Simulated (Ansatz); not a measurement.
# Gd3AlB: relaxing a made-up structure, part 2 of 2

This structure for Gd3AlB is made up. Its elements were placed in a known structure type with a cell scaled to their sizes. What cell does the guess relax to, and how far off was it?

Ansatz 0.2.0; DFT, PBEsol, plane-wave PAW, default files, scalar-relativistic, ferromagnetic start, cell and ions relaxed at zero pressure (the session's first sound run).

So far: The structure; Relaxing cell and atoms. The relaxed cell has a = 4.970 Å (conventional setting).

**3. Bands of the relaxed cell**

A second self-consistent run takes a narrower smearing and the mesh shown in its input; the bands follow along the standard path of the relaxed lattice.

This step: DFT, PBEsol, plane-wave PAW, default files, scalar-relativistic, ferromagnetic start, bands and density of states at the relaxed cell (Ansatz 0.2.0).

File input.yaml:

```yaml
crystal:
  lattice:
    - [4.9701516933, 0.0, 0.0]
    - [0.0, 4.9701516933, 0.0]
    - [0.0, 0.0, 4.9701516933]
  atoms:
    - { symbol: Gd, position: [0.0, 0.0, 0.5], spin: 6.9 }
    - { symbol: Gd, position: [0.0, 0.5, 0.0], spin: 6.9 }
    - { symbol: Gd, position: [0.5, 0.0, 0.0], spin: 6.9 }
    - { symbol: Al, position: [0.5, 0.5, 0.5] }
    - { symbol: B, position: [0.0, 0.0, 0.0] }
magnetization:
  spin_polarized: true
kpoints:
  mp_grid: { grid: [6, 6, 6] }
  band_path:
    path:
      - [[0.0, 0.0, 0.0], [0.0, 0.5, 0.0], [0.5, 0.5, 0.0], [0.0, 0.0, 0.0], [0.5, 0.5, 0.5], [0.0, 0.5, 0.0]]
      - [[0.5, 0.5, 0.0], [0.5, 0.5, 0.5]]
    npoints: 13
scf:
  occupations: { method: fermi_dirac, width: 0.03 }
  n_extra_bands: 20
hamiltonian:
  xc: pbesol
  pseudopotentials: { kind: paw }
output:
  forces: true
  stress: true
  write_bands: true
  dos: { projected: true }
  write_density: true
  write_potential: true
  elf: true
  volumetric_format: npy
```

The run is started by

```bash
$ ansatz run input.yaml --threads 4 --pin off --max-ram 10240MiB --backend cpu --events-out ev --progress --plain --runs-dir out
```

Numbers of over 12 decimals in the logs are rounded to 6 here.

Output:

```text
Gd: projections on atomic orbitals take those of the free atom [Kr 4d10] 4f7 5s2 5p6 5d1 6s2, of charge +0.00 (hamiltonian.pseudopotentials.projection_atoms); the dataset's partial waves leave at most 2.5e-4 of an orbital's norm unspanned inside its sphere
[...]
Crystal: 5 atoms, lattice volume = 122.775 Å³
Basis set: ecut = 420 eV, 2373 PW (Γ), exchange–correlation on 72×72×72 points (8 copies of the dense FFT grid, shifted against one another)
Bands: 50, of which v1, the nominal top of the filled ones, is band 30 counted from 1 (29 counted from 0)
Symmetry: 48 space group operations
[...]
k-points: 20 of 216
[...]
Starting moments: Σ|m| = 20.7 μB on 3 of 5 sites
[...]
SCF iter   1: F=—  HF=-28363.925666 eV  |F-HF|=—  |Δ(HF+E_count)|=         —  Δρ=4.52e-2 (↑3.20e-2 ↓4.52e-2)  dr2=1.64e1  dr2_m=4.27e-1  M=21.825 μB ∫|m|=21.850 μB  β_m=0.30  ethr=3.10e-3  ⟨swp⟩=6.0  Hψ=7255  notcnv=0
[...]
SCF iter  10: F=-28361.711801 eV  HF=-28361.711801 eV  |F-HF|=4.87e-10  |Δ(HF+E_count)|=   2.03e-8  Δρ=1.52e-6 (↑9.67e-7 ↓1.52e-6)  dr2=4.89e-9  dr2_m=1.06e-9  M=21.730 μB ∫|m|=21.860 μB  ethr=1.67e-10  ⟨swp⟩=14.6  Hψ=14364  notcnv=0
SCF 1 converged in 10 iterations: F = -28361.711801 eV  dr2 = 4.89e-9
[...]
NSCF: frozen V_eff on 80 k-points
SCF converged after 10 iterations
Magnetization: 21.7301 μB (40.8650 up, 19.1350 down)
Absolute magnetization: 21.8597 μB (∫|ρ↑−ρ↓|, with the PAW one-centre terms)
[...]
Per-site moments (μB) at R_I (Å): [(6.891057, 1.025094), (6.891057, 1.025094), (6.891057, 1.025094), (0.014154, 1.449702), (-0.051355, 1.025094)]
Free energy (F): -28361.711801 eV
[...]
Internal energy: -28361.696453 eV  (E = F + TS)
E sigma→0 (E₀):  -28361.704127 eV
Entropy (-TS):   -0.015349 eV (-3.070 meV/atom)
Fermi energy:    10.699973 eV
[...]
--- Stress (GPa, compression-positive) ---
        0.006800       0.000000       0.000000
       -0.000000       0.006800       0.000000
        0.000000       0.000000       0.006800
  P = ⅓ Tr σ = 0.0068 GPa (0.068 kbar)
--- Band table (eV; the first three rows and the last of 40) ---
  k-point 0 ↑: bands = [... 26 lower, 6.7869, 6.8353, 6.8353, 6.8608, 6.8608, 6.8608, 6.8834, 6.8834, ... 16 higher]
  k-point 1 ↑: bands = [... 26 lower, 6.7842, 6.8241, 6.8353, 6.8590, 6.8590, 6.8764, 6.8764, 6.8774, ... 16 higher]
  k-point 2 ↑: bands = [... 26 lower, 6.7815, 6.7975, 6.8351, 6.8466, 6.8466, 6.8669, 6.8669, 6.8700, ... 16 higher]
  k-point 19 ↓: bands = [... 26 lower, 11.8460, 11.8460, 11.9336, 11.9336, 11.9336, 12.0843, 12.0843, 12.1019, ... 16 higher]
```

It took 8.1 s on 4 threads of Intel Xeon Platinum 8488C (Sapphire Rapids), shared host; peak memory 0.79 GiB.

Reading the cycles: dr2 is the Hartree energy of the density residual (eV), the measure of convergence; HF is the Harris–Foulkes estimate of the energy, which meets the free energy F at convergence.

Numbers from this step:

```yaml
free_energy: -28361.7118 eV
energy_at_zero_smearing: -28361.7041 eV
smearing_term_ts: 0.01535 eV
fermi_energy: 10.70 eV
magnetization: 21.73 μB
absolute_magnetization: 21.86 μB
site_moments: 6.891, 6.891, 6.891, 0.01415, -0.05136 μB
pressure: 0.006800 GPa
```

From bands.tsv, the bands that come nearest the Fermi level along the path, at its corners, in eV from the Fermi level:

| point | band_39_up | band_40_up | band_41_up | band_15_dn | band_16_dn | band_17_dn | band_18_dn | band_19_dn |
| --- | --- | --- | --- | --- | --- | --- | --- | --- |
| Γ | -0.47 | 0.69 | 0.69 | -0.15 | 0.33 | 0.33 | 0.33 | 0.42 |
| X | 0.01 | 0.01 | 0.03 | -1.35 | -0.02 | -0.02 | 0.17 | 0.17 |
| M | -0.80 | -0.69 | 1.54 | -2.33 | -0.63 | -0.63 | -0.38 | -0.23 |
| Γ | -0.47 | 0.69 | 0.69 | -0.15 | 0.33 | 0.33 | 0.33 | 0.42 |
| R | -0.08 | -0.08 | 1.40 | -2.58 | -2.58 | 0.17 | 0.17 | 0.17 |
| X | 0.01 | 0.01 | 0.03 | -1.35 | -0.02 | -0.02 | 0.17 | 0.17 |
| M | -0.80 | -0.69 | 1.54 | -2.33 | -0.63 | -0.63 | -0.38 | -0.23 |
| R | -0.08 | -0.08 | 1.40 | -2.58 | -2.58 | 0.17 | 0.17 | 0.17 |

Counts of states for the cell as run, both spins, by energy window (eV from the Fermi level):

| from | to | total |
| --- | --- | --- |
| -8 | -7 | 0.01 |
| -7 | -6 | 0.58 |
| -6 | -5 | 1.12 |
| -5 | -4 | 3.36 |
| -4 | -3 | 19.92 |
| -3 | -2 | 1.55 |
| -2 | -1 | 2.79 |
| -1 | 0 | 6.76 |
| 0 | 1 | 4.75 |
| 1 | 2 | 21.10 |
| 2 | 3 | 4.77 |

A further 24.0 states lie below the table's range.

Spin density in the ac plane at fractional y = 0.000, with atoms of Gd and B within 0.2 Å of it.

Ten even steps from '0' (0 e/Å³) to '9' (13 e/Å³), each cell a mean:
```
00000157300000
00000011000000
00000000000000
00000000000000
00000000000000
41000000000003
94000000000017
73000000000015
10000000000001
00000000000000
00000000000000
00000000000000
00000034100000
00000179400000
```
Columns run along a (5.0 Å), rows up along c (5.0 Å). Atoms in or near the plane, at fractional coordinates: Gd at (0.00, 0.50), Gd at (0.50, 0.00), B at (0.00, 0.00).

Valence density in the ac plane at fractional y = 0.000, with atoms of Gd and B within 0.2 Å of it. It is the smooth field of the valence electrons, not physical close to the nuclei.

Ten even steps from '0' (0 e/Å³) to '9' (13 e/Å³), each cell a mean:
```
00000268510000
00000123100000
00000000000000
00000000000000
11000000000001
63100000000015
96100000000038
85100000000026
31000000000012
00000000000000
00000000000000
00000011100000
00000156310000
00000389610000
```
Columns run along a (5.0 Å), rows up along c (5.0 Å). Atoms in or near the plane, at fractional coordinates: Gd at (0.00, 0.50), Gd at (0.50, 0.00), B at (0.00, 0.00).

Electrostatic potential energy in the ac plane at fractional y = 0.000, with atoms of Gd and B within 0.2 Å of it. With pseudopotentials it is smooth inside the atoms' cores, unlike the true potential.

Ten even steps from '0' (-43 eV) to '9' (14 eV), each cell a mean:
```
03886200148861
67998422368986
89998766689998
78999988899988
35789999999864
12489999998631
01379999998620
01479999998620
23689999999742
67899999999886
89999877889998
78998643479998
25897311258973
02786200137860
```
Columns run along a (5.0 Å; values clipped at the 3rd and 97th percentile), rows up along c (5.0 Å). Atoms in or near the plane, at fractional coordinates: Gd at (0.00, 0.50), Gd at (0.50, 0.00), B at (0.00, 0.00).

**4. Summary of results**

| Property | Result |
| --- | --- |
| space group, relaxed | Pm-3m |
| conventional cell | a = 4.970, b = 4.970, c = 4.970 Å; α = 90.0°, β = 90.0°, γ = 90.0° |
| volume per atom | 24.55 Å³ (guess 23.27) |
| total moment | 21.71 μB in the cell of 5 atoms |

**Reading.** Gd3AlB relaxes to Pm-3m with a = 4.970, b = 4.970 and c = 4.970 Å. The guessed volume was 5 % too small. The space group Pm-3m was held in the relaxation, so the end point is a stationary structure within it and may be a saddle against distortions or other arrangements. The input starts from parallel moments, and no other start was typed. The f shell may be open and has no Hubbard U, so its place in energy and the volume are uncertain. Bands cross the Fermi level, so it is a metal or semimetal at this level. On the 6×6×6 mesh with the narrower smearing (relaxed on 6×6×6) the forces vanish, as symmetry may demand, and the largest stress component is 0.007 GPa, within the relaxation's thresholds of 0.015 eV/Å and 0.05 GPa. The cutoff wasn't tested. Spin-orbit coupling is left out, which can matter for elements this heavy. No dispersion term is used, so weakly bound directions may come out too long. Nothing here tests whether the compound is stable against decomposition.

[Logs are printed without paths, hosts, clocks, repeated set-up lines and the standing remarks that a program may print on its own settings, such as how far it seeks lower states.]

[Hosts, paths, dates, database ids (printed as entryN), source tags and the programs' standing remarks are cut or masked in the printed files.]
